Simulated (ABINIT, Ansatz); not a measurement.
# Lattice dynamics of Zr (Zirconium) in two programs

Aim: the phonon dispersion of Zr (Zirconium), checked by a second program.

Main program and level: ABINIT 10.8.3; DFT PBEsol, scalar-relativistic, plane waves, PseudoDojo norm-conserving pseudopotentials.

Most raw output is cut from this account.

## 1. The structure

The structure is hexagonal, space group P6_3/mmc (No. 194). The conventional cell has a = 3.232 Å, b = 3.232 Å, c = 5.147 Å, α = 90.00°, β = 90.00°, γ = 120.00°. Nearest to Zr lie 12 Zr at 3.18 to 3.23 Å.

## 2. A probe with smearing

A first run with smearing and empty bands tells whether the crystal has a gap, which decides between fixed occupations and smearing later on.

probe.abi reads:

```
# ground state
tolvrs 1.0d-08
prtden 1
prtwf 1

# basis, mesh and filling
ecut 29.0
ngkpt 6 6 4
nshiftk 1
shiftk 0.0 0.0 0.0
istwfk *1
occopt 7
tsmear 0.005
nband 19
nstep 100
diemac 9.0
prtebands 0
prtgsr 0

# cell and atoms
acell 6.107594835 6.107594835 9.726420363
rprim 
    1.0 0.0 0.0
    -0.5 0.8660254038 0.0
    0.0 0.0 1.0
ntypat 1
znucl 40
natom 2
typat 1 1
xred 
    1/3 2/3 0.25
    2/3 1/3 0.75
pp_dirpath "./pseudo"
pseudos "Zr.upf"
```

Run with:

```sh
OMP_NUM_THREADS=1 mpirun -n 16 abinit probe.abi > probe.log
```

Wall time 3.4 s (16 MPI ranks of Arm Neoverse V2, shared host); 52 s of CPU time.

This step gave:

```
volume per atom   : 23.28 Å³
pressure          : -3.892 GPa
gap on the k-mesh : 0 eV
```

No gap opens on this mesh, so smearing is kept; the printed pressure holds the stress of the finite basis too.

## 3. Relaxing the cell and atoms

The harmonic expansion needs vanishing forces, and a free crystal bears no stress, so cell and atoms are brought to rest. Stress is more sensitive to the basis than forces are: the last 3 Ha under the cutoff are smoothed with ecutsm, and the cutoff is raised above that of the later runs.

relax.abi reads:

```
# relaxation
ionmov 2
optcell 2
dilatmx 1.08
ntime 40
tolmxf 1.0d-05
tolvrs 1.0d-14
prtwf 0
prtden 0
chksymtnons 0

# basis, mesh and filling
ecut 36.0
ecutsm 3.0
ngkpt 12 12 6
nshiftk 1
shiftk 0.0 0.0 0.0
istwfk *1
occopt 7
tsmear 0.01
nband 19
nstep 100
diemac 1000000.0
prtebands 0
prtgsr 0

# cell and atoms
acell 6.107594835 6.107594835 9.726420363
rprim 
    1.0 0.0 0.0
    -0.5 0.8660254038 0.0
    0.0 0.0 1.0
ntypat 1
znucl 40
natom 2
typat 1 1
xred 
    1/3 2/3 0.25
    2/3 1/3 0.75
pp_dirpath "./pseudo"
pseudos "Zr.upf"
```

Run with:

```sh
OMP_NUM_THREADS=1 mpirun -n 16 abinit relax.abi > relax.log
```

Wall time 71 s (16 MPI ranks).

Relaxation path:

```csv
step,energy less that of the first step (eV),largest force (eV/Å),volume (Å³)
1,0.0000,0.0000,46.56
2,-0.0075,0.0000,46.12
3,-0.0156,0.0000,44.99
4,-0.0157,0.0000,45.01
5,-0.0160,0.0000,45.06
6,-0.0160,0.0000,45.03
7,-0.0160,0.0000,45.01
8,-0.0160,0.0000,45.01
```

```csv
"conventional cell, symmetrised",before,after,change
a (Å),3.232,3.185,-1.4 %
b (Å),3.232,3.185,-1.4 %
c (Å),5.147,5.122,-0.5 %
volume (Å³/atom),23.28,22.50,-3.3 %
```

Final coordinates:

```xyz
2
Lattice="3.1853 0.0000 0.0000 -1.5926 2.7585 0.0000 0.0000 0.0000 5.1223" Properties=species:S:1:pos:R:3 pbc="T T T"
Zr    0.0000    1.8390    1.2806
Zr    1.5926    0.9195    3.8418
```

Numbers from this step:

| Item | Value |
| --- | --- |
| volume per atom | 22.50 Å³ |
| pressure | -2.55e-4 GPa |

The volume changes by -3.3 % in this run and stands -3.3 % from the first cell.

## 4. Self-consistent run for the response

The response is built on these wavefunctions, so the potential is converged far more tightly than an energy would need. Smearing stays on, as the first look found no gap above 0.3 eV.

gs.abi reads:

```
# ground state
tolvrs 1.0d-16
prtden 1
prtwf 1

# basis, mesh and filling
ecut 29.0
ngkpt 12 12 6
nshiftk 1
shiftk 0.0 0.0 0.0
istwfk *1
occopt 7
tsmear 0.01
nband 19
nstep 100
diemac 1000000.0
prtebands 0
prtgsr 0

# cell and atoms
acell 6.019252254 6.019252254 9.679831407
rprim 
    1.0 0.0 0.0
    -0.5 0.8660254038 0.0
    0.0 0.0 1.0
ntypat 1
znucl 40
natom 2
typat 1 1
xred 
    1/3 2/3 0.25
    2/3 1/3 0.75
pp_dirpath "./pseudo"
pseudos "Zr.upf"
```

Run with:

```sh
OMP_NUM_THREADS=1 mpirun -n 16 abinit gs.abi > gs.log
```

The job ended after 7.7 s (16 MPI ranks; 2 min of CPU time).

Read from the output:

```yaml
pressure: -0.4739 GPa
```

The cell stands at -0.47 GPa: the relaxation ran with a smoothed and higher cutoff, and the difference is a stress of the finite basis.

## 5. Zone-centre response

At q = 0 one unit cell holds all displacements. The response is solved for single atoms along the cell's directions, and symmetry skips those that follow from others. The crystal is treated as a metal, which screens a static field, so no field response is asked.

dfpt_gamma.abi reads:

```

# common to the responses
getwfk_filepath "gso_WFK"
kptopt 2
nqpt 1
qpt 0.0 0.0 0.0
asr 0
chneut 0

# displacements
rfphon 1
rfatpol 1 2
rfdir 1 1 1
tolvrs 1.0d-10
prtwf 0
prtpot 1

# basis, mesh and filling
ecut 29.0
ngkpt 12 12 6
nshiftk 1
shiftk 0.0 0.0 0.0
istwfk *1
occopt 7
tsmear 0.01
nband 19
nstep 100
diemac 1000000.0
prtebands 0
prtgsr 0

# cell and atoms
acell 6.019252254 6.019252254 9.679831407
rprim 
    1.0 0.0 0.0
    -0.5 0.8660254038 0.0
    0.0 0.0 1.0
ntypat 1
znucl 40
natom 2
typat 1 1
xred 
    1/3 2/3 0.25
    2/3 1/3 0.75
pp_dirpath "./pseudo"
pseudos "Zr.upf"
```

Run with:

```sh
OMP_NUM_THREADS=1 mpirun -n 16 abinit dfpt_gamma.abi > dfpt_gamma.log
```

Wall time 32 s (16 MPI ranks); 8.6 min of CPU time.

This step gave:

```yaml
largest_acoustic_frequency_at_the_zone_centre_before_the_sum_rule: 7.83 cm⁻¹
highest_optical_zone_centre_mode_no_lo_to_term: 162.3 cm⁻¹
lowest_optical_zone_centre_mode: 60.77 cm⁻¹
```

The acoustic modes at Γ come out as far as 7.8 cm⁻¹ from zero, where they should vanish, a small numerical error.

## 6. Linear response on the mesh

Linear response treats each wavevector of the 3×3×2 mesh in the unit cell; the first-order potentials are kept for the electron-phonon matrix elements.

dfpt_q.abi reads:

```
ndtset 5

# wavevectors
qpt1 0.3333333333 0.0 0.0
qpt2 0.3333333333 0.3333333333 0.0
qpt3 0.0 0.0 0.5
qpt4 0.3333333333 0.0 0.5
qpt5 0.3333333333 0.3333333333 0.5

# displacements
getwfk_filepath "gso_WFK"
getwfq_filepath "gso_WFK"
kptopt 3
nqpt 1
rfphon 1
rfatpol 1 2
rfdir 1 1 1
tolvrs 1.0d-10
prtwf 0
prtpot 1

# basis, mesh and filling
ecut 29.0
ngkpt 12 12 6
nshiftk 1
shiftk 0.0 0.0 0.0
istwfk *1
occopt 7
tsmear 0.01
nband 19
nstep 100
diemac 1000000.0
prtebands 0
prtgsr 0

# cell and atoms
acell 6.019252254 6.019252254 9.679831407
rprim 
    1.0 0.0 0.0
    -0.5 0.8660254038 0.0
    0.0 0.0 1.0
ntypat 1
znucl 40
natom 2
typat 1 1
xred 
    1/3 2/3 0.25
    2/3 1/3 0.75
pp_dirpath "./pseudo"
pseudos "Zr.upf"
```

Run with:

```sh
OMP_NUM_THREADS=1 mpirun -n 16 abinit dfpt_q.abi > dfpt_q.log
```

The job ended after 12 min (16 MPI ranks).

This step gave:

```
lowest mode on the q mesh (acoustic ones at the zone centre apart) : 45.1 cm⁻¹
```

Frequencies (cm⁻¹) before the sum rule at the irreducible wavevectors but Γ, which is solved apart; negative means imaginary. Frequencies by wavevector:

```csv
q (fractions),star,mode 1,mode 2,mode 3,mode 4,mode 5,mode 6
0.3333 0 0,6,57.11,66.42,139,144.8,162.9,163.8
0.3333 0.3333 0,2,122,122,139,139,145.2,202.2
0 0 0.5,1,45.1,45.1,45.1,45.1,135.6,135.6
0.3333 0 0.5,6,102.9,102.9,111.3,111.3,169.6,169.6
0.3333 0.3333 0.5,2,68.59,68.59,170.9,170.9,176.8,176.8
```

## 7. Dispersion

anaddb transforms the dynamical matrices to force constants and back along the path; points of the mesh come back as solved, but for the sum rule and, in polar crystals, the LO-TO term at Γ; the rest is interpolation.

anaddb.abi reads:

```
ddb_filepath "all_DDB"
output_file "anaddb.abo"
outdata_prefix "anaddb"
ifcflag 1
ngqpt 3 3 2
nqshft 1
q1shft 0.0 0.0 0.0
asr 1
chneut 0
dipdip 0
dipquad 0
quadquad 0
enunit 0
eivec 0
nph1l 93
qph1l 
    0.0 0.0 0.0 1.0
    0.05 0.0 0.0 1.0
    0.1 0.0 0.0 1.0
    0.15 0.0 0.0 1.0
    0.2 0.0 0.0 1.0
    0.25 0.0 0.0 1.0
    0.3 0.0 0.0 1.0
    0.35 0.0 0.0 1.0
    0.4 0.0 0.0 1.0
    0.45 0.0 0.0 1.0
    0.5 0.0 0.0 1.0
    0.48333333 0.03333333 0.0 1.0
    0.46666667 0.06666667 0.0 1.0
    0.45 0.1 0.0 1.0
    0.43333333 0.13333333 0.0 1.0
    0.41666667 0.16666667 0.0 1.0
    0.4 0.2 0.0 1.0
    0.38333333 0.23333333 0.0 1.0
    0.36666667 0.26666667 0.0 1.0
    0.35 0.3 0.0 1.0
    0.33333333 0.33333333 0.0 1.0
    0.3 0.3 0.0 1.0
    0.26666667 0.26666667 0.0 1.0
    0.23333333 0.23333333 0.0 1.0
    0.2 0.2 0.0 1.0
    0.16666667 0.16666667 0.0 1.0
    0.13333333 0.13333333 0.0 1.0
    0.1 0.1 0.0 1.0
    0.06666667 0.06666667 0.0 1.0
    0.03333333 0.03333333 0.0 1.0
    0.0 0.0 0.0 1.0
    0.0 0.0 0.05 1.0
    0.0 0.0 0.1 1.0
    0.0 0.0 0.15 1.0
    0.0 0.0 0.2 1.0
    0.0 0.0 0.25 1.0
    0.0 0.0 0.3 1.0
    0.0 0.0 0.35 1.0
    0.0 0.0 0.4 1.0
    0.0 0.0 0.45 1.0
    0.0 0.0 0.5 1.0
    0.05 0.0 0.5 1.0
    0.1 0.0 0.5 1.0
    0.15 0.0 0.5 1.0
    0.2 0.0 0.5 1.0
    0.25 0.0 0.5 1.0
    0.3 0.0 0.5 1.0
    0.35 0.0 0.5 1.0
    0.4 0.0 0.5 1.0
    0.45 0.0 0.5 1.0
    0.5 0.0 0.5 1.0
    0.48333333 0.03333333 0.5 1.0
    0.46666667 0.06666667 0.5 1.0
    0.45 0.1 0.5 1.0
    0.43333333 0.13333333 0.5 1.0
    0.41666667 0.16666667 0.5 1.0
    0.4 0.2 0.5 1.0
    0.38333333 0.23333333 0.5 1.0
    0.36666667 0.26666667 0.5 1.0
    0.35 0.3 0.5 1.0
    0.33333333 0.33333333 0.5 1.0
    0.3 0.3 0.5 1.0
    0.26666667 0.26666667 0.5 1.0
    0.23333333 0.23333333 0.5 1.0
    0.2 0.2 0.5 1.0
    0.16666667 0.16666667 0.5 1.0
    0.13333333 0.13333333 0.5 1.0
    0.1 0.1 0.5 1.0
    0.06666667 0.06666667 0.5 1.0
    0.03333333 0.03333333 0.5 1.0
    0.0 0.0 0.5 1.0
    0.5 0.0 0.5 1.0
    0.5 0.0 0.45 1.0
    0.5 0.0 0.4 1.0
    0.5 0.0 0.35 1.0
    0.5 0.0 0.3 1.0
    0.5 0.0 0.25 1.0
    0.5 0.0 0.2 1.0
    0.5 0.0 0.15 1.0
    0.5 0.0 0.1 1.0
    0.5 0.0 0.05 1.0
    0.5 0.0 0.0 1.0
    0.33333333 0.33333333 0.5 1.0
    0.33333333 0.33333333 0.45 1.0
    0.33333333 0.33333333 0.4 1.0
    0.33333333 0.33333333 0.35 1.0
    0.33333333 0.33333333 0.3 1.0
    0.33333333 0.33333333 0.25 1.0
    0.33333333 0.33333333 0.2 1.0
    0.33333333 0.33333333 0.15 1.0
    0.33333333 0.33333333 0.1 1.0
    0.33333333 0.33333333 0.05 1.0
    0.33333333 0.33333333 0.0 1.0
```

mrgddb.in reads:

```
all_DDB
merged
6
dfpt_gammao_DDB
dfpt_qo_DS1_DDB
dfpt_qo_DS2_DDB
dfpt_qo_DS3_DDB
dfpt_qo_DS4_DDB
dfpt_qo_DS5_DDB
```

Run with:

```sh
mrgddb < mrgddb.in > mrgddb.log
OMP_NUM_THREADS=1 anaddb anaddb.abi > anaddb.log
```

The job ended after 0.57 s (1 thread).

Numbers from this step:

```
lowest frequency on the path : 0 cm⁻¹
```

Anaddb. Phonon branches along the path, in cm⁻¹:

```csv
point,branch 1,branch 2,branch 3,branch 4,branch 5,branch 6
Γ,0,0,0,60,60,162
halfway,48,50,115,118,140,167
M,63,87,155,157,174,178
halfway,96,97,146,146,168,191
K,122,122,139,139,145,202
halfway,58,76,103,146,147,165
Γ,0,0,0,60,60,162
halfway,25,25,56,56,80,158
A,44,44,44,44,136,136
halfway,88,88,100,100,156,156
L,116,116,118,118,184,184
halfway,83,83,151,151,182,182
H,68,68,171,171,177,177
halfway,81,81,120,120,161,161
A,44,44,44,44,136,136
jump to L,116,116,118,118,184,184
halfway,81,103,138,146,177,183
M,63,87,155,157,174,178
jump to H,68,68,171,171,177,177
halfway,92,92,152,163,163,192
K,122,122,139,139,145,202
```

All branches are real along the path.

## 8. Sums over the zone

Sums over the zone need many more wavevectors than were solved, so the interpolation is sampled on a dense mesh.

anaddb.abi reads:

```
ddb_filepath "all_DDB"
output_file "anaddb.abo"
outdata_prefix "anaddb"
ifcflag 1
ngqpt 3 3 2
nqshft 1
q1shft 0.0 0.0 0.0
asr 1
chneut 0
dipdip 0
dipquad 0
quadquad 0
prtdos 2
ng2qpt 16 16 9
dosdeltae 4.5563e-06
ntemper 11
temperinc 100.0
tempermin 0.0
```

Run with:

```sh
OMP_NUM_THREADS=1 anaddb anaddb.abi > anaddb.log
```

Elapsed: 0.58 s, on 1 thread.

This step gave:

```
share of modes beyond 3i cm⁻¹ on the dense interpolated mesh : 0
zero-point energy per atom                                   : 22.85 meV
heat capacity at 300 K                                       : 24.16 J/(mol atoms K)
vibrational entropy at 300 K                                 : 40.28 J/(mol atoms K)
```

The phonon density of states has structure finer than the step of the table below, so its rows give means over 5 cm⁻¹, whole bins alone (the curve runs from -30 to 232 cm⁻¹). Peaks (cm⁻¹: height): 77.0: 0.0744, 156.0: 0.0563, 167.0: 0.0875.

Tetrahedra. Table of phonon density of states by wavenumber; means over each step:

```csv
wavenumber (cm⁻¹),phonon density of states (1/cm⁻¹/cell)
0,3.0e-6
5,8.9e-5
10,3.5e-4
15,9.4e-4
20,0.00162
25,0.00257
30,0.00395
35,0.00553
40,0.00767
45,0.0101
50,0.0126
55,0.0163
60,0.0214
65,0.0288
70,0.0362
75,0.0576
80,0.0594
85,0.0481
90,0.0452
95,0.0411
100,0.0380
105,0.0358
110,0.0322
115,0.0251
120,0.0291
125,0.0390
130,0.0444
135,0.0447
140,0.0393
145,0.0416
150,0.0461
155,0.0533
160,0.0425
165,0.0653
170,0.0647
175,0.0596
180,0.0536
185,0.0274
190,0.00783
195,0.00499
200,0.00178
205,0
```

Harmonic thermodynamic functions per atom, summed over the density of states scaled to three modes an atom; melting is ignored. Thermodynamic functions:

```csv
T (K),F_vib (meV/atom),S (J/mol-atom/K),C_V (J/mol-atom/K)
0,22.85,0,0
50,22.03,5.286,10.45
100,16.54,15.72,19.11
200,-8.14,30.65,23.23
300,-45.2,40.28,24.16
400,-90.74,47.28,24.5
500,-142.7,52.77,24.66
600,-199.8,57.27,24.74
700,-261.2,61.09,24.8
800,-326.2,64.4,24.83
900,-394.5,67.33,24.85
1000,-465.7,69.95,24.87
```

At 300 K the heat capacity has reached 97 % of the Dulong-Petit value.

## 9. Cross-check with Ansatz

A second program on the same cell, potentials, cutoff and meshes tests the implementation of the phonon response, not its convergence.

This step: DFT PBEsol, scalar-relativistic, plane waves, PseudoDojo norm-conserving pseudopotentials (Ansatz 0.2.0).

input.yaml reads:

```yaml
crystal:
  lattice:
    - [3.1852511197, 0.0, 0.0]
    - [-1.5926255598, 2.7585083871, 0.0]
    - [0.0, 0.0, 5.122346186]
  atoms:
    - { symbol: Zr, position: [0.3333333333, 0.6666666667, 0.25] }
    - { symbol: Zr, position: [0.6666666667, 0.3333333333, 0.75] }
kpoints:
  mp_grid: { grid: [12, 12, 6] }
hamiltonian:
  xc: pbesol
  pseudopotentials: { kind: nc, accuracy: standard }
scf:
  occupations: { method: gaussian, width: 0.27211 }
output:
  eigenvalues: true
basis:
  ecutwfc: 789.13
phonons:
  method: dfpt
  qmesh: [3, 3, 2]
  temperatures: { t_max: 1000, t_step: 50 }
  qpath:
    path:
      - [[0.0, 0.0, 0.0], [0.5, 0.0, 0.0], [0.33333333, 0.33333333, 0.0], [0.0, 0.0, 0.0], [0.0, 0.0, 0.5], [0.5, 0.0, 0.5], [0.33333333, 0.33333333, 0.5], [0.0, 0.0, 0.5]]
      - [[0.5, 0.0, 0.5], [0.5, 0.0, 0.0]]
      - [[0.33333333, 0.33333333, 0.5], [0.33333333, 0.33333333, 0.0]]
    npoints: 10
  electrical_resistivity: { temperatures: [77, 300], mesh: [24, 24, 12] }
```

Run with:

```sh
ansatz run input.yaml --threads 16 --pin off --max-ram 32768MiB --backend cpu --events-out ev --progress --plain --runs-dir out
```

Run time: 2 min. Hardware: 16 threads; peak memory 2.2 GiB; 30 min of CPU time.

This step gave:

```yaml
sum_rule_residual_before_enforcement: 2.17e-5 eV/Å²
mean_frequency: 123.2 cm⁻¹
debye_temperature_second_moment: 242 K
logarithmic_mean_frequency: 114.7 cm⁻¹
lowest_optical_zone_centre_mode: 60.29 cm⁻¹
lowest_mode_on_the_q_mesh_acoustic_ones_at_the_zone_centre_apart: 44.67 cm⁻¹
zero_point_energy_per_atom: 22.91 meV
heat_capacity_at_300_k: 24.15 J/(mol atoms K)
vibrational_entropy_at_300_k: 40.24 J/(mol atoms K)
```

## 10. The two compared: ABINIT PseudoDojo and Ansatz, PseudoDojo

Numbers from this step:

- root-mean-square difference: 0.21 cm⁻¹
- largest difference: 0.48 cm⁻¹
- root-mean-square difference on the path: 0.1 cm⁻¹
- largest difference on the path: 0.4 cm⁻¹

The 12 of 33 modes that differ most. Frequencies side by side:

```csv
q (reciprocal lattice),mode,ABINIT PseudoDojo (cm⁻¹),"Ansatz, PseudoDojo (cm⁻¹)"
0 0 0,4,60.77,60.29
0 0 0,5,60.77,60.29
0.3333 0 0,1,57.11,56.92
0.3333 0 0,4,144.8,144.7
0.3333 0 0,5,162.9,162.8
0.3333 0.3333 0,3,139,138.9
0.3333 0.3333 0,4,139,138.9
0.3333 0.3333 0,5,145.2,145.1
0 0 0.5,1,45.1,44.67
0 0 0.5,2,45.1,44.67
0 0 0.5,3,45.1,44.67
0 0 0.5,4,45.1,44.67
```

The interpolated bands of the two lie on top of each other.

At the solved wavevectors the largest difference (acoustic modes at Γ apart) is 0.2 % of the highest mode.

## 11. Results

| Item | Value |
| --- | --- |
| space group after relaxation | P6_3/mmc |
| volume per atom | 22.5 Å³ |
| highest optical zone-centre mode (no LO-TO term) | 162.3 cm⁻¹ |
| lowest optical zone-centre mode | 60.8 cm⁻¹ |
| q mesh | 3×3×2 |
| lowest mode on the q mesh (acoustic ones at the zone centre apart) | 45.1 cm⁻¹ |
| zero-point energy per atom | 22.9 meV |
| heat capacity at 300 K | 24.2 J/(mol atoms K) |
| vibrational entropy at 300 K | 40.3 J/(mol atoms K) |
| imaginary modes on the q mesh | none |
| largest difference from Ansatz, PseudoDojo | 0.48 cm⁻¹ |

Zr (Zirconium) is dynamically stable on the 3×3×2 mesh; its spectrum reaches 202 cm⁻¹. At the PBEsol level the optical modes of Zr (Zirconium) at the zone centre run from 61 to 162 cm⁻¹. Along axes with an odd number of divisions the mesh misses the zone-boundary points at one half, where instabilities often lie; those are only interpolated. The base run prints -0.47 GPa, mostly the error of a finite basis; the relaxation, with a smoothed and higher cutoff, had brought the cell to rest. ABINIT PseudoDojo and Ansatz, PseudoDojo agree to 0.48 cm⁻¹ (0.2 % of the highest mode compared) on all solved modes but the acoustic ones at Γ. These are harmonic frequencies at zero temperature: anharmonic shifts and linewidths and thermal expansion are left out. In a metal the frequencies hang on the k mesh and the smearing, most of all near Kohn anomalies. Ansatz warns that the cutoff lies 12 % under the one recommended for these files; agreement at one cutoff is not convergence. Electron-phonon sums were run after this but are left out, since no second program bore their λ out within 30 %; a λ that a log prints is not taken as a result.

[Host names and launcher messages were left out of these logs when they were recorded.]

[Logs are printed without paths, hosts, clocks, repeated set-up lines and the standing remarks that a program may print on its own settings, such as how far it seeks lower states.]

[Hosts, paths, dates, database ids (printed as entryN), source tags and the programs' standing remarks are cut or masked in the printed files.]
